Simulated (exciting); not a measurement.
# ZnS: the Zn K edge from the Bethe–Salpeter equation, part 2 of 2

Wanted: the near-edge spectrum and the bound core excitons at the Zn K edge of ZnS. The measurement to meet: micro-XANES in fluorescence mode, self-absorption corrected on natural sphalerite, reported in Combined micro X-ray absorption and fluorescence spectroscopy to map phases of complex systems: the case of sphalerite (pmc:6906441, 2019), with feature α at 9662.6 eV and feature β at 9665.2 eV.

exciting sodium; X-ray absorption, core-level Bethe-Salpeter equation, exchange and statically screened direct term, Tamm-Dancoff, all-electron LAPW+lo PBE.

So far. Step 6 (Exchange alone): Maxima (height): 5.2 eV (0.85), 8.9 eV (0.64), 13.0 eV (0.66) and 16.9 eV (0.70). The spectrum is that of the independent-particle run within 1 %. Step 7 (Direct term alone): Maxima (height): 3.4 eV (1.00), 8.1 eV (0.62), 12.0 eV (0.62) and 15.9 eV (0.58). The spectrum is that of the singlet run within 1 %.

The database entry behind the starting cell differs from later determinations by our own check (about 0.1 % short), so it need not match the best structure at ambient conditions.

### 8. Ground state with other settings

Level of this step: all-electron LAPW+lo DFT, PBE, ZORA valence, Dirac core, self-consistent field (exciting).

In this try the input is made faulty on purpose, to show what that does.

File input.xml:

```
<input>
  <title>ZnS</title>
  <structure speciespath="." autormt="false" epslat="1.0e-5">
    <crystal>
      <basevect>0.0000000000 5.1060399878 5.1060399878</basevect>
      <basevect>5.1060399878 0.0000000000 5.1060399878</basevect>
      <basevect>5.1060399878 5.1060399878 0.0000000000</basevect>
    </crystal>
    <species speciesfile="Zn.xml" rmt="2.240">
      <atom coord="0.7500000000 0.7500000000 0.7500000000"/>
    </species>
    <species speciesfile="S.xml" rmt="2.049">
      <atom coord="0.0000000000 0.0000000000 0.0000000000"/>
    </species>
  </structure>
  <groundstate do="fromscratch" xctype="GGA_PBE" ngridk="5 5 5" rgkmax="7" gmaxvr="14" nempty="8" swidth="0.001" maxscl="3" epsengy="1e-5"/>
</input>
```

File SPECIES.xml, added lines:

```
<lo l="L">  <!-- L = 0, 1, 2 -->
  <wf matchingOrder="0" trialEnergy="0.1500" searchE="false"/>
  <wf matchingOrder="1" trialEnergy="0.1500" searchE="false"/>
  <wf matchingOrder="0" trialEnergy="0.9000" searchE="false"/>
</lo>
```

Run with:

```bash
OMP_NUM_THREADS=1 mpirun -n 2 exciting
```

Numbers of over 12 decimals in the logs are rounded to 6 here.

Log:

```text
EXCITING SODIUM started
********************************************************************************
* Ground-state run starting from atomic densities                              *
********************************************************************************
+ Starting initialization                                                      +
[... lattice and species ...]
 Spin treatment                             :    spin-unpolarised
 Number of Bravais lattice symmetries       :      48
 Number of crystal symmetries               :      24
 k-point grid                               :       5    5    5
 Total number of k-points                   :      14
 k-point set is reduced with crystal symmetries
 R^MT_min * |G+k|_max (rgkmax)              :       7.00000000
 Species with R^MT_min                      :       2 (S)
 Maximum |G+k| for APW functions            :       3.41630063
 Maximum |G| for potential and density      :      14.00000000
 G-vector grid sizes                        :      36    36    36
 Total number of G-vectors                  :   12339
 Maximum angular momentum used for
     APW functions                          :       8
     computing H and O matrix elements      :       8
     potential and density                  :       8
     inner part of muffin-tin               :       2
 Total nuclear charge                       :     -46.00000000
 Total electronic charge                    :      46.00000000
 Total core charge                          :      22.00000000
 Total valence charge                       :      24.00000000
 Number of empty states                     :       8
 Total number of valence states             :      21
 Maximum Hamiltonian size                   :     219
 Maximum number of plane-waves              :     185
 Total number of local-orbitals             :      34
 Exchange-correlation type                  :      20
     Perdew-Burke-Ernzerhof, Phys. Rev. Lett. 77, 3865 (1996)
     Generalised gradient approximation (GGA)
 Smearing scheme                            :    Gaussian
 Smearing width                             :       0.00100000
 Using multisecant Broyden potential mixing
+ Ending initialization                                                        +
********************************************************************************
* Groundstate module started                                                   *
********************************************************************************
 Output level for this task is set to normal
+ Self-consistent loop started                                                 +
 Density and potential initialised from atomic data
+ SCF iteration number :    1                                                  +
 Total energy                               :     -2193.47970578
[...]
Total energy                               :     -2196.00967233
 _______________________________________________________________
 Fermi energy                               :         0.15300380
 Kinetic energy                             :      2230.31075231
 Coulomb energy                             :     -4328.91473187
 Exchange energy                            :       -95.32759902
 Correlation energy                         :        -2.07809375
 DOS at Fermi energy (states/Ha/cell)       :         0.00000000
 Electron charges :
     core                                   :        22.00000000
     core leakage                           :         0.00040352
     valence                                :        24.00000000
     interstitial                           :         3.19223320
     charge in muffin-tin spheres :
                  atom     1    Zn          :        28.57845317
                  atom     2     S          :        14.22931363
     total charge in muffin-tins            :        42.80776680
     total charge                           :        46.00000000
 Estimated fundamental gap                  :         0.08559792
        valence-band maximum at    1      0.0000  0.0000  0.0000
     conduction-band minimum at    1      0.0000  0.0000  0.0000
 RMS change in effective potential (target) :  0.603586E-01  ( 0.100000E-05)
 Absolute change in total energy   (target) :   2.52997      ( 0.100000E-04)
 Charge distance                   (target) :  0.691136E-02  ( 0.100000E-04)
+ Reached self-consistent loops maximum :    3                                 +
 Total energy                               :     -2195.66899184
 _______________________________________________________________
 Fermi energy                               :         0.15676370
 Kinetic energy                             :      2230.25576850
 Coulomb energy                             :     -4328.54794940
 Exchange energy                            :       -95.29813518
 Correlation energy                         :        -2.07867575
 DOS at Fermi energy (states/Ha/cell)       :         0.00000000
 Electron charges :
     core                                   :        22.00000000
     core leakage                           :         0.00040498
     valence                                :        24.00000000
     interstitial                           :         3.22600313
     charge in muffin-tin spheres :
                  atom     1    Zn          :        28.61301786
                  atom     2     S          :        14.16097901
     total charge in muffin-tins            :        42.77399687
     total charge                           :        46.00000000
 Estimated fundamental gap                  :         0.08080129
        valence-band maximum at    1      0.0000  0.0000  0.0000
     conduction-band minimum at    1      0.0000  0.0000  0.0000
+ Self-consistent loop stopped                                                 +
 STATE.OUT is written
********************************************************************************
* Groundstate module stopped                                                   *
********************************************************************************
 Total time spent (seconds)                 :         3.51
- CAUTION! Warnings have been written in file WARNING.OUT !                    -
| EXCITING SODIUM stopped                                                      =
```

Run time: 4.5 s. Hardware: 2 MPI ranks of Arm Neoverse V1, shared host.

No converged result was reached; the numbers in the log don't describe the system.

The fault put into the input: the self-consistent loop is cut at three steps.

### 9. From independent particles to the full kernel

| level | curve passes 0.15 (eV) | highest maximum (eV) | its height |
| --- | --- | --- | --- |
| IP | 1.1 | 5.2 | 0.85 |
| RPA | 1.1 | 5.2 | 0.85 |
| direct only | -0.9 | 3.4 | 1.00 |
| singlet | -0.9 | 3.4 | 1.00 |

| E (eV) | IP | RPA | direct only | singlet |
| --- | --- | --- | --- | --- |
| -6.0 | 0.02 | 0.02 | 0.03 | 0.03 |
| -5.0 | 0.02 | 0.02 | 0.03 | 0.03 |
| -4.0 | 0.02 | 0.02 | 0.04 | 0.04 |
| -3.0 | 0.03 | 0.03 | 0.06 | 0.06 |
| -2.0 | 0.04 | 0.04 | 0.08 | 0.08 |
| -1.0 | 0.05 | 0.05 | 0.14 | 0.14 |
| 0.0 | 0.08 | 0.08 | 0.31 | 0.31 |
| 1.0 | 0.15 | 0.15 | 0.71 | 0.71 |
| 2.0 | 0.29 | 0.29 | 0.77 | 0.77 |
| 3.0 | 0.40 | 0.40 | 0.94 | 0.94 |
| 4.0 | 0.60 | 0.60 | 0.96 | 0.96 |
| 5.0 | 0.83 | 0.83 | 0.74 | 0.74 |
| 6.0 | 0.76 | 0.76 | 0.58 | 0.58 |
| 7.0 | 0.61 | 0.61 | 0.55 | 0.55 |
| 8.0 | 0.57 | 0.57 | 0.62 | 0.62 |
| 9.0 | 0.64 | 0.64 | 0.57 | 0.57 |
| 10.0 | 0.56 | 0.56 | 0.55 | 0.55 |
| 11.0 | 0.57 | 0.57 | 0.60 | 0.60 |
| 12.0 | 0.62 | 0.62 | 0.62 | 0.62 |
| 13.0 | 0.66 | 0.66 | 0.59 | 0.59 |
| 14.0 | 0.66 | 0.66 | 0.57 | 0.57 |
| 15.0 | 0.62 | 0.62 | 0.56 | 0.56 |
| 16.0 | 0.66 | 0.66 | 0.58 | 0.58 |
| 17.0 | 0.70 | 0.70 | 0.54 | 0.54 |
| 18.0 | 0.69 | 0.69 | 0.50 | 0.50 |
| 19.0 | 0.65 | 0.65 | 0.44 | 0.44 |

### 10. Against the measurement

The computed energies are raised by 138.0 eV, which puts the computed line on the measured feature α. Each other feature is matched to a computed maximum within 0.8 eV or a fifth of its distance from that line, whichever is more; this matching is ours and leans towards agreement, and the line to align on was chosen with computed spectra in view. The paper's table may not list every feature of the spectrum.

| feature | measured (eV) | BSE (eV) | its height | difference (eV) |
| --- | --- | --- | --- | --- |
| feature α | 9662.6 | 9662.6 | 1.00 | set |
| feature β | 9665.2 | none; nearest 9667.3 |  |  |

### 11. Summary of results

* absorber and edge: Zn K, atom 1
* surroundings: 4 S at 2.34 Å (tetrahedral, site symmetry -43m)
* first bright state: 0.82 eV from the Kohn–Sham onset, on this mesh
* highest maximum: 3.4 eV
* cost of the BSE run: 22 min on 2 MPI ranks of Arm Neoverse V1, shared host; the last task ran on as many threads

What this shows: Against pmc:6906441, no separation can be compared; no computed maximum stands for the feature β. Is a core exciton bound? Undecided on this mesh: the first bright state (over 5 % of the brightest) lies at 0.82 eV from the Kohn–Sham onset and at 0.30 eV from the lowest bare transition of its own mesh; weaker or dark states reach down to -0.02 eV. Exchange alone changes the independent-particle spectrum by 0.0 % r.m.s. Leaving exchange out of the full kernel changes the spectrum by 0.0 % r.m.s. Binding energies aren't converged on 125 k points. The kernel cutoff is low for a compact core orbital, so the effect of exchange is a lower bound. The zero comes from the unshifted 5×5×5 ground-state mesh; it is exact only where the band minimum lies on that mesh. The Kohn–Sham onset, 9521 eV, is no photon energy (tabulated edge of the element: 9659 eV): the scale needs a rigid shift. No quasiparticle correction widens the gap or stretches the bands. Vibrations and energy-dependent lifetimes are left out. The structure is a published determination, not relaxed.

[Banner, clock and machine lines of the logs are left out without a mark of their own.]

[Logs are printed without paths, hosts, clocks, repeated set-up lines and the standing remarks that a program may print on its own settings, such as how far it seeks lower states.]

[Hosts, paths, dates, database ids (printed as entryN), source tags and the programs' standing remarks are cut or masked in the printed files.]
